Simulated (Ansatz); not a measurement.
# BaPbS3 (model cell, started as cubic perovskite with Pb in the octahedra): following an unstable mode

Which phase does BaPbS3 (model cell, started as cubic perovskite with Pb in the octahedra) fall into along its unstable mode, and how much energy does it gain?

Method: DFT PBEsol, scalar-relativistic, plane waves, PAW; PAW set soft_1, in Ansatz 0.2.0.

The structure was built from a prototype and need not be the compound's stable phase.

## Step 1: Starting point

It takes space group Pm-3m (No. 221, cubic). The conventional cell has a = 5.156 Å, b = 5.156 Å, c = 5.156 Å, α = 90.00°, β = 90.00°, γ = 90.00°. Ba has 12 S at 3.65 Å nearest. Nearest to Pb lie 6 S at 2.58 Å. Nearest to S lie 2 Pb at 2.58 Å and 4 Ba at 3.65 Å. Farther neighbours and most contacts between anions are not listed.

Coordinates:

```cif
data_structure
_symmetry_space_group_name_H-M 'Pm-3m'
_symmetry_Int_Tables_number 221
_cell_length_a 5.1560
_cell_length_b 5.1560
_cell_length_c 5.1560
_cell_angle_alpha 90.000
_cell_angle_beta 90.000
_cell_angle_gamma 90.000
_cell_volume 137.07
loop_
_atom_site_label
_atom_site_type_symbol
_atom_site_symmetry_multiplicity
_atom_site_Wyckoff_symbol
_atom_site_fract_x
_atom_site_fract_y
_atom_site_fract_z
_atom_site_occupancy
Ba1 Ba 1 a 0.00000 0.00000 0.00000 1
Pb1 Pb 1 b 0.50000 0.50000 0.50000 1
S1 S 3 c 0.50000 0.50000 0.00000 1
```

## Step 2: The dispersion

The cell comes from relaxations at this level that are not shown. Stability and thermal properties need the whole zone. Linear response on a 2×2×2 q mesh gives force constants as far as a supercell of that size would.

input.yaml reads:

```yaml
crystal:
  lattice:
    - [5.1559839981, 0.0, 0.0]
    - [0.0, 5.1559839981, 0.0]
    - [0.0, 0.0, 5.1559839981]
  atoms:
    - { symbol: Ba, position: [0.0, 0.0, 0.0] }
    - { symbol: Pb, position: [0.5, 0.5, 0.5] }
    - { symbol: S, position: [0.5, 0.5, 0.0] }
    - { symbol: S, position: [0.5, 0.0, 0.5] }
    - { symbol: S, position: [0.0, 0.5, 0.5] }
kpoints:
  mp_grid: { grid: [8, 8, 8] }
hamiltonian:
  xc: pbesol
  pseudopotentials: { kind: paw, azcp: { folder: soft_1 }, xc_functional: pbe }
scf:
  occupations: { method: methfessel_paxton, width: 0.2 }
output:
  eigenvalues: true
phonons:
  method: dfpt
  qmesh: [2, 2, 2]
  temperatures: { t_max: 1000, t_step: 50 }
  qpath:
    path:
      - [[0.0, 0.0, 0.0], [0.0, 0.5, 0.0], [0.5, 0.5, 0.0], [0.0, 0.0, 0.0], [0.5, 0.5, 0.5], [0.0, 0.5, 0.0]]
      - [[0.5, 0.5, 0.5], [0.5, 0.5, 0.0]]
    npoints: 10
```

The run is started by

```bash
$ ansatz run input.yaml --threads 4 --pin off --max-ram 16384MiB --backend cpu --events-out ev --progress --plain --runs-dir out
```

Numbers of over 12 decimals in the logs are rounded to 6 here.

What it wrote:

```text
Engine: ansatz 0.2.0, aarch64-unknown-linux-gnu
Pseudopotentials: kind: paw
Pseudopotential: Ba, paw, valence charge 10, recommended cutoff 420 eV (normal), soft_1/Ba.paw.azcp
Pseudopotential: Pb, paw, valence charge 14, recommended cutoff 420 eV (normal), soft_1/Pb.paw.azcp
Pseudopotential: S, paw, valence charge 6, recommended cutoff 420 eV (normal), soft_1/S.paw.azcp
Functional definition: PBEsol
  exchange = pbesol_x
  correlation = pbesol_c
Crystal: 5 atoms, lattice volume = 137.068 Å³
Basis set: ecut = 420 eV, 2721 PW (Γ), exchange–correlation on 72×72×72 points (8 copies of the dense FFT grid, shifted against one another)
Bands: 26, of which v1, the nominal top of the filled ones, is band 21 counted from 1 (20 counted from 0)
Symmetry: 48 space group operations
k-points: 35 of 512
Non-local potential: Ba, projectors of the file, l = 0: 3, l = 1: 2, l = 2: 2, l = 3: 2
Non-local potential: Pb, projectors of the file, l = 0: 2, l = 1: 2, l = 2: 2, l = 3: 1
Non-local potential: S, projectors of the file, l = 0: 2, l = 1: 2, l = 2: 1
PAW form: soft (Blöchl's): semilocal exchange-correlation on the pseudo side does not see the compensation charge
PAW frozen core: Ba, regenerated for the run's functional, and the local potential with it (the file was generated under x = pbe(κ = 0.804, μ = 0.219515), c = pbe(β = 0.066725))
PAW frozen core: Pb, regenerated for the run's functional, and the local potential with it (the file was generated under x = pbe(κ = 0.804, μ = 0.219515), c = pbe(β = 0.066725))
PAW frozen core: S, regenerated for the run's functional, and the local potential with it (the file was generated under x = pbe(κ = 0.804, μ = 0.219515), c = pbe(β = 0.066725))
PAW one-centre angular grid: Ba, 194 points (default); XC on 64 Gauss nodes
PAW one-centre angular grid: Pb, 590 points (default); XC on 64 Gauss nodes
PAW one-centre angular grid: S, 110 points (default); XC on 64 Gauss nodes
Initial density: superposition of atomic densities (chi_scale 0.1, normalization cell, long waves kept (reshape's long-wave potential 0.00 eV rms))
Initial wavefunctions: pseudopotential atomic-orbital guess
Functional: x = pbesol(κ = 0.804, μ = 0.123457), c = pbesol(β = 0.046)
SCF iter   1: F=—  HF=-20280.338826 eV  |F-HF|=—  |Δ(HF+E_count)|=         —  Δρ=3.34e-2  dr2=4.99e0  ethr=3.10e-3  ⟨swp⟩=11.6  Hψ=5984  notcnv=0
preconditioner: auto → Kerker (q_TF=auto, 2.240 Å⁻¹)  [metal: Δε(μ)=0.065 eV  Ē_g=11.184 eV  σ=0.200 eV  W_gap=0.27  n_scr=26 (ndim 8)  ℏωp=20.1 eV  f_vac=0.000  D(μ)=2.60/eV (n_scr^D=18)]
SCF iter   2: F=—  HF=-20279.256190 eV  |F-HF|=—  |Δ(HF+E_count)|=    1.08e0  S|Δr|=    0.00e0  Δρ=2.07e-2  dr2=2.21e0  ethr=3.10e-3  ⟨swp⟩=3.2  Hψ=2069  notcnv=0  defer=25
SCF iter   3: F=—  HF=-20278.463585 eV  |F-HF|=—  |Δ(HF+E_count)|=   7.93e-1  S|Δr|=    0.00e0  Δρ=5.75e-3  dr2=2.03e-1  ethr=3.10e-3  ⟨swp⟩=4.7  Hψ=2154  notcnv=0  defer=26
SCF iter   4: F=—  HF=-20278.391930 eV  |F-HF|=—  |Δ(HF+E_count)|=   7.17e-2  S|Δr|=    0.00e0  Δρ=2.57e-3  dr2=1.84e-2  ethr=4.84e-4  ⟨swp⟩=5.0  Hψ=2135  notcnv=0  defer=20
SCF iter   5: F=—  HF=-20278.388320 eV  |F-HF|=—  |Δ(HF+E_count)|=   3.61e-3  S|Δr|=    0.00e0  Δρ=6.80e-4  dr2=1.13e-3  ethr=4.38e-5  ⟨swp⟩=2.4  Hψ=1436  notcnv=0  defer=17
SCF iter   6: F=—  HF=-20278.388389 eV  |F-HF|=—  |Δ(HF+E_count)|=   6.88e-5  S|Δr|=    0.00e0  Δρ=1.49e-4  dr2=4.60e-5  ethr=2.69e-6  ⟨swp⟩=2.2  Hψ=1421  notcnv=0  defer=17
SCF iter   7: F=—  HF=-20278.388422 eV  |F-HF|=—  |Δ(HF+E_count)|=   3.34e-5  S|Δr|=    0.00e0  Δρ=3.26e-5  dr2=1.43e-6  ethr=1.09e-7  ⟨swp⟩=2.1  Hψ=1476  notcnv=0  defer=17
SCF iter   8: F=—  HF=-20278.388425 eV  |F-HF|=—  |Δ(HF+E_count)|=   3.03e-6  S|Δr|=    0.00e0  Δρ=8.70e-6  dr2=1.58e-7  ethr=3.41e-9  ⟨swp⟩=2.2  Hψ=1578  notcnv=0  defer=18
SCF iter   9: F=—  HF=-20278.388425 eV  |F-HF|=—  |Δ(HF+E_count)|=   1.93e-7  S|Δr|=    0.00e0  Δρ=3.18e-6  dr2=1.86e-8  ethr=3.77e-10  ⟨swp⟩=2.0  Hψ=1543  notcnv=0  defer=18
SCF iter  10: F=—  HF=-20278.388425 eV  |F-HF|=—  |Δ(HF+E_count)|=   8.28e-9  S|Δr|=    0.00e0  Δρ=1.46e-6  dr2=2.71e-9  ethr=4.43e-11  ⟨swp⟩=2.1  Hψ=1523  notcnv=0  defer=18
SCF iter  11: F=—  HF=-20278.388425 eV  |F-HF|=—  |Δ(HF+E_count)|=  2.98e-10  S|Δr|=    0.00e0  Δρ=3.18e-7  dr2=1.57e-10  ethr=6.45e-12  ⟨swp⟩=2.0  Hψ=1552  notcnv=0  defer=18
SCF iter  12: F=-20278.388425 eV  HF=-20278.388425 eV  |F-HF|=1.09e-11  |Δ(HF+E_count)|=  5.09e-11  S|Δr|=    0.00e0  Δρ=4.40e-8  dr2=2.64e-12  ethr=1.00e-12  ⟨swp⟩=14.3  Hψ=7795  notcnv=0
the search or the solves at the SCF's close seem to have found levels that the self-consistency loop had missed (the run counts 1). By its estimate they hold under 1e-12 electrons; where the run keeps them, the occupations were computed again with them
SCF 1 converged in 12 iterations: F = -20278.388425 eV  dr2 = 2.64e-12
  greatest PAW one-centre occupation: 0.980 electrons in one spin orbital (limit 2), on the Pb atom at site 1 (counted from 0), in its partial waves of l = 2
Initial density: read from a saved state, or passed on in memory by an earlier SCF of this step, an earlier step, the calling program or the single point that the run made first
iter 1 solved again at ethr=3.14e-7 eV; its pass at ethr=3.10e-3 eV (dr2=1.32e-4 eV) is discarded
SCF iter   1: F=—  HF=-20278.388427 eV  |F-HF|=—  |Δ(HF+E_count)|=         —  Δρ=1.42e-6  dr2=2.10e-9  ethr=3.14e-7  ⟨swp⟩=4.2  Hψ=8127  notcnv=0
eigensolver tolerance schedule: the retry pair's looser diagonalisation over-reported the residual by 62671.20 of it (diagonalisation noise at an unbounded share of the residual, at the tolerance the schedule requests for it); recorded, not acted on — ethr = c·dr2/N_el stays at c = 1.0e-1
preconditioner: auto → Kerker (q_TF=auto, 2.240 Å⁻¹)  [metal: Δε(μ)=0.021 eV  Ē_g=12.503 eV  σ=0.200 eV  W_gap=0.09  n_scr=26 (ndim 8)  ℏωp=20.1 eV  f_vac=0.000  D(μ)=3.11/eV (n_scr^D=18)]
SCF iter   2: F=—  HF=-20278.388425 eV  |F-HF|=—  |Δ(HF+E_count)|=   1.83e-6  S|Δr|=    0.00e0  Δρ=6.87e-7  dr2=4.54e-10  ethr=5.01e-12  ⟨swp⟩=4.7  Hψ=2817  notcnv=0
SCF iter   3: F=—  HF=-20278.388425 eV  |F-HF|=—  |Δ(HF+E_count)|=  1.13e-10  S|Δr|=    0.00e0  Δρ=4.66e-7  dr2=2.07e-10  ethr=1.08e-12  ⟨swp⟩=1.2  Hψ=917  notcnv=0
SCF iter   4: F=—  HF=-20278.388425 eV  |F-HF|=—  |Δ(HF+E_count)|=  6.18e-11  S|Δr|=    0.00e0  Δρ=2.27e-7  dr2=5.03e-11  ethr=1.00e-12  ⟨swp⟩=1.0  Hψ=910  notcnv=0
SCF iter   5: F=—  HF=-20278.388425 eV  |F-HF|=—  |Δ(HF+E_count)|=  1.46e-11  S|Δr|=    0.00e0  Δρ=1.08e-7  dr2=1.18e-11  ethr=1.00e-12  ⟨swp⟩=1.0  Hψ=910  notcnv=0
SCF iter   6: F=-20278.388425 eV  HF=-20278.388425 eV  |F-HF|=0.00e0  |Δ(HF+E_count)|=    0.00e0  S|Δr|=    0.00e0  Δρ=7.15e-8  dr2=5.22e-12  ethr=1.00e-12  ⟨swp⟩=4.7  Hψ=2752  notcnv=0
SCF 2 converged in 6 iterations: F = -20278.388425 eV  dr2 = 5.22e-12
phonons: the bands overlap, so this run is a metal and interpolates without the dipole-dipole term. If the crystal is really an insulator or semiconductor, its LO-TO splitting is missing
NSCF: frozen V_eff on 35 k-points
WARN: eigensolver did not converge in 2 slots of this pass, the one above among them; of largest residual over every band (k=12): 1 band(s) unlocked (lowest unlocked band 25, counted from 0; max residual 7.46e-3 eV among the unlocked bands, 7.46e-3 eV over every band); of lowest unlocked band (k=12): band 25
NSCF: frozen V_eff on 125 k-points
DFPT response loops at q = (0, 0, 0) (fractional): preconditioner auto → Kerker (q_TF=auto, 2.240 Å⁻¹) (partly filled bands, converged f_vac=0.000); β = 1.00, the filter's whole step (`scf.mixing.beta` (0.50) is not read by the response loops under this deck's `scf.mixing.preconditioner`; to damp them name `kerker` or `kerker_dos`, under which they read `scf.mixing.beta`, and type it under 1.00, their step now; both keys bind the ground state too); Broyden in place of MSR1
NSCF: frozen V_eff on 250 k-points
DFPT response loops at q = (0, 0, -0.5) (fractional): mixed as the last ones told, above
NSCF: frozen V_eff on 250 k-points
DFPT response loops at q = (0, -0.5, -0.5) (fractional): mixed as the last ones told, above
NSCF: frozen V_eff on 250 k-points
DFPT response loops at q = (-0.5, -0.5, -0.5) (fractional): mixed as the last ones told, above
SCF converged after 12 iterations
Stability not checked: this state was not tested for a lower state beside it, because cold or Methfessel-Paxton smearing, or corrected tetrahedra, fill the levels in a way that the test cannot read (fill_not_monotonic; see scf.lower_state_search)
Free energy (F): -20278.388425 eV
Harris-Foulkes:  -20278.388425 eV  (|F-HF|=1.09e-11)
Internal energy: -20278.384702 eV  (E = F + TS)
E sigma→0 (E₀):  -20278.387495 eV
Entropy (-TS):   -0.003723 eV (-0.745 meV/atom)
Fermi energy:    6.564651 eV
--- Per-component energies (eV) ---
  E_band       = -126.272682
  E_kinetic    = 768.260257
  E_local      = -2074.851323  (includes V_loc(G=0)·N_el)
  E_nonlocal   = 508.979245
  E_hartree    = 766.807276
  E_xc         = -661.662916
  E_vxc        = -510.376702  (∫ρ·V_xc dr)
  E_paw        = -17136.061752  (= ΣΔE_a)
  E_vpaw       = -351.898741  (= ΣTr[D̂ρ^β])
  E_aug_tail   = -0.000010  (compensation charges beyond the density's cutoff)
  E_ewald      = -2450.254934
  E_core_change = 0.399456  (= ΣΔE_core)
  E_smearing   = -0.003723  (= −TS)
  E_closure    = -0.000000  (closes the sum)
  Σ components = -20278.388425   (vs F -20278.388425, Δ=0.00e0)
--- Band table (eV; the first three rows and the last of 35) ---
  k-point 0: bands = [... 17 lower, 5.7340, 5.7340, 6.0499, 6.0499, 6.0499, 9.6765, 9.6765, 10.0654, ... 1 higher]
  k-point 1: bands = [... 17 lower, 5.6768, 5.6768, 5.9938, 6.0001, 6.0001, 9.8203, 9.9108, 10.3507, ... 1 higher]
  k-point 2: bands = [... 17 lower, 5.5523, 5.5523, 5.8787, 5.8787, 6.1658, 10.2201, 10.4869, 10.6330, ... 1 higher]
  k-point 34: bands = [... 17 lower, 6.2989, 6.8070, 6.8070, 6.8070, 9.5695, 9.5695, 9.5695, 10.7287, ... 1 higher]
--- Phonons (Γ-DFPT): 4 representative perturbations + reference (Σ response iterations 12) ---
  ASR residual: 4.610e-5 → 0.000e0 eV/Å²; symmetrization residual: 1.196e-5 eV/Å²
  ASR residual per site (eV/Å²): 4.61e-5 2.66e-5 5.21e-6 5.21e-6 5.21e-6
  Γ frequencies (cm⁻¹): -69.29 -69.29 -69.29 -54.14 -54.14 -54.14 0.00 0.00 0.00 34.81 34.81 34.81 317.12 317.12 317.12
--- Phonons (arbitrary-q DFPT): 4 irreducible q on the 2×2×2 mesh ---
  q = [0.0000, 0.0000, 0.0000] (star 1, of the zone-centre solve; hermiticity 2.25e-6, symmetrization 1.08e-12): -69.29 -69.29 -69.29 -54.14 -54.14 -54.14 -0.00 -0.00 0.00 34.81 34.81 34.81 317.12 317.12 317.12
  q = [0.0000, 0.0000, -0.5000] (star 3, 9 solved perturbations in 975 linear systems a pass and spin channel, the states on 125 of 512 k-point pairs; hermiticity 2.41e-6, symmetrization 3.68e-8): -52.10 -52.10 -43.26 -42.23 -42.23 25.22 25.22 30.19 35.80 35.80 52.73 125.68 273.49 321.03 321.03
  q = [0.0000, -0.5000, -0.5000] (star 3, 9 solved perturbations in 975 linear systems a pass and spin channel, the states on 125 of 512 k-point pairs; hermiticity 1.14e-6, symmetrization 8.68e-9): -94.59 -69.71 -69.71 -16.40 -16.40 -5.82 45.46 54.38 54.38 82.28 126.76 126.76 274.43 291.20 324.86
  q = [-0.5000, -0.5000, -0.5000] (star 1, 4 solved perturbations in 350 linear systems a pass and spin channel, the states on 125 of 512 k-point pairs; hermiticity 7.95e-8, symmetrization 5.65e-9): -103.44 -103.44 -103.44 -54.98 -54.98 -54.98 77.35 77.35 77.35 126.80 126.80 126.80 273.68 273.68 323.41
  sum rule: each row above includes the acoustic sum rule's correction from the zone centre's row sums; it moved no ω² by more than (0.30 cm⁻¹)²
  mesh force constants: q→R imaginary residual 3.76e-18; ASR residual 4.610e-5 → 0.000e0 eV/Å²; symmetrization residual 1.243e-14 eV/Å²
  interpolated dispersion: 62 rows × 15 modes
  density of states and harmonic sums: on the 12×12×12 q-mesh, interpolated from the force constants of a 2×2×2 supercell (no non-analytic term)
  largest difference from the sums on the solved wave vectors: F 9.38e-2 eV, S 1.35e-4 and C_V 4.10e-5 eV/K
  zero-point energy: 0.082832 eV/cell   skipped modes (ω ≤ 0): 472, of them read as no rigid motion or as one in doubt: 469 (5.523e0 modes/cell left out, lowest -103.44 cm⁻¹)   left out of the sums: 3.68e-1 of the cell's modes: C_V's classical limit lies that fraction below 3 k_B per atom; for a crystal, a wire or a layer, F and S can be off by more, and a phonons.interpolated_qmesh denser along its periods is the remedy for the sampling
```

The job ended after 3.7 min (4 threads of Arm Neoverse V2, shared host; peak memory 1.4 GiB; 14 min of CPU time).

The column dr2 measures how far the density is from self-consistency, as an energy; F and HF (Harris–Foulkes) agree once it is small.

Numbers from this step:

```
volume per atom                                         : 27.41 Å³
gap on the k-mesh                                       : 0 eV
sum-rule residual before enforcement                    : 4.61e-5 eV/Å²
lowest frequency on the path                            : -103.4 cm⁻¹
point group                                             : m-3m
highest frequency on the path or at a solved wavevector : 324.9 cm⁻¹
highest optical mode at the zone centre (no LO-TO term) : 317.1 cm⁻¹
lowest optical zone-centre mode                         : -69.29 cm⁻¹
lowest mode on the q mesh (acoustic modes at Γ apart)   : -103.4 cm⁻¹
```

Frequencies (cm⁻¹) solved at each irreducible wavevector; negative means imaginary. Frequencies by wavevector, by row:

| q in reciprocal lattice units | star | mode 1 | mode 2 | mode 3 | mode 4 | mode 13 | mode 14 | mode 15 |
| --- | --- | --- | --- | --- | --- | --- | --- | --- |
| 0 0 0 | 1 | -69.3 | -69.3 | -69.3 | -54.1 | 317.1 | 317.1 | 317.1 |
| 0 0 -0.5 | 3 | -52.1 | -52.1 | -43.3 | -42.2 | 273.5 | 321 | 321 |
| 0 -0.5 -0.5 | 3 | -94.6 | -69.7 | -69.7 | -16.4 | 274.4 | 291.2 | 324.9 |
| -0.5 -0.5 -0.5 | 1 | -103.4 | -103.4 | -103.4 | -55 | 273.7 | 273.7 | 323.4 |

Interpolated from a 2×2×2 q mesh. Phonon branches along the path, in cm⁻¹:

| point | branch 1 | branch 2 | branch 3 | branch 4 | branch 12 | branch 13 | branch 14 | branch 15 |
| --- | --- | --- | --- | --- | --- | --- | --- | --- |
| Γ | -69 | -69 | -69 | -54 | 35 | 317 | 317 | 317 |
| halfway | -62 | -62 | -49 | -48 | 85 | 298 | 319 | 319 |
| X | -52 | -52 | -43 | -42 | 126 | 274 | 321 | 321 |
| halfway | -82 | -60 | -56 | -42 | 126 | 277 | 305 | 323 |
| M | -95 | -70 | -70 | -16 | 127 | 274 | 291 | 325 |
| halfway | -75 | -59 | -54 | -50 | 88 | 297 | 304 | 321 |
| Γ | -69 | -69 | -69 | -54 | 35 | 317 | 317 | 317 |
| halfway | -77 | -74 | -74 | -43 | 92 | 298 | 298 | 315 |
| R | -103 | -103 | -103 | -55 | 127 | 274 | 274 | 323 |
| halfway | -87 | -81 | -75 | -49 | 126 | 278 | 299 | 318 |
| X | -52 | -52 | -43 | -42 | 126 | 274 | 321 | 321 |
| jump to R | -103 | -103 | -103 | -55 | 127 | 274 | 274 | 323 |
| halfway | -99 | -88 | -88 | -49 | 127 | 274 | 288 | 321 |
| M | -95 | -70 | -70 | -16 | 127 | 274 | 291 | 325 |

Symmetry leaves 4 wavevectors to solve. The lowest mode among them, the acoustic zeros apart, lies at q = (-0.5, -0.5, -0.5) and is imaginary, 103.4i cm⁻¹, so the energy falls along it.

## Step 3: The mode frozen in, largest atomic shift 0 Å

The mode followed lies at q = (-0.5, -0.5, -0.5) with frequency 103.4i cm⁻¹ and is 3-fold degenerate, the softest among the wavevectors solved. At small amplitude the distorted cell has space group no. 74 by a symmetry search on the positions. The undistorted cell that holds it gives the zero of energy on the same k mesh.

System of this step: BaPbS3 (model cell, started as cubic perovskite with Pb in the octahedra). The structure is cubic, space group Pm-3m (No. 221). Conventional cell: a = 5.156 Å, b = 5.156 Å, c = 5.156 Å, α = 90.00°, β = 90.00°, γ = 90.00°. Nearest to Ba lie 12 S at 3.65 Å. Nearest to Pb lie 6 S at 2.58 Å. S has 2 Pb at 2.58 Å and 4 Ba at 3.65 Å nearest. Farther neighbours and most contacts between anions are not listed.

input.yaml, the sections that differ from step 2:

```yaml
crystal:
  lattice:
    - [5.1559839981, 5.1559839981, 0.0]
    - [5.1559839981, 0.0, 5.1559839981]
    - [5.1559839981, 0.0, -5.1559839981]
  atoms:
    - { symbol: Ba, position: [0.0, 0.5, 0.5] }
    - { symbol: Ba, position: [0.0, 0.0, 0.0] }
    - { symbol: Pb, position: [0.5, 0.25, 0.75] }
    - { symbol: Pb, position: [0.5, 0.75, 0.25] }
    - { symbol: S, position: [0.5, 0.5, 0.5] }
    - { symbol: S, position: [0.5, 0.0, 0.0] }
    - { symbol: S, position: [0.0, 0.0, 0.5] }
    - { symbol: S, position: [0.0, 0.5, 0.0] }
    - { symbol: S, position: [0.5, 0.5, 0.0] }
    - { symbol: S, position: [0.5, 0.0, 0.5] }
output:
  forces: true
  stress: true
  eigenvalues: true
# kpoints, hamiltonian, scf: as in step 2
# phonons: removed
```

What it wrote:

```text
[...]
Crystal: 10 atoms, lattice volume = 274.135 Å³
Basis set: ecut = 420 eV, 5329 PW (Γ), exchange–correlation on 100×100×100 points (8 copies of the dense FFT grid, shifted against one another)
Bands: 52, of which v1, the nominal top of the filled ones, is band 42 counted from 1 (41 counted from 0)
Symmetry: 96 space group operations
[...]
k-points: 29 of 512
[...]
k-point 0: bands = [... 38 lower, 6.2886, 6.2886, 6.8163, 6.8163, 6.8163, 9.5557, 9.5557, 9.5557, ... 6 higher]
  k-point 1: bands = [... 38 lower, 6.0525, 6.0525, 6.7013, 6.7013, 6.7651, 9.1557, 9.8195, 9.8195, ... 6 higher]
  k-point 2: bands = [... 38 lower, 6.0713, 6.0713, 6.5257, 6.5257, 6.6254, 8.2927, 10.1070, 10.1070, ... 6 higher]
  k-point 28: bands = [... 38 lower, 5.8061, 5.8061, 6.2198, 6.2198, 8.1384, 8.1384, 10.7432, 10.7432, ... 6 higher]
[key lines of the parts left out:]
SCF converged after 9 iterations
Free energy (F): -40556.756788 eV
Fermi energy:    6.589332 eV
P = ⅓ Tr σ = -0.1135 GPa (-1.135 kbar)
```

It took 7.3 s on 4 threads; peak memory 0.85 GiB.

Numbers from this step:

```
pressure                         : -0.1135 GPa
energy from the undistorted cell : 0 meV/atom
```

The run ends at a pressure of -0.11 GPa.

[end of part 1 of 3]

[Logs are printed without paths, hosts, clocks, repeated set-up lines and the standing remarks that a program may print on its own settings, such as how far it seeks lower states.]

[Hosts, paths, dates, database ids (printed as entryN), source tags and the programs' standing remarks are cut or masked in the printed files.]
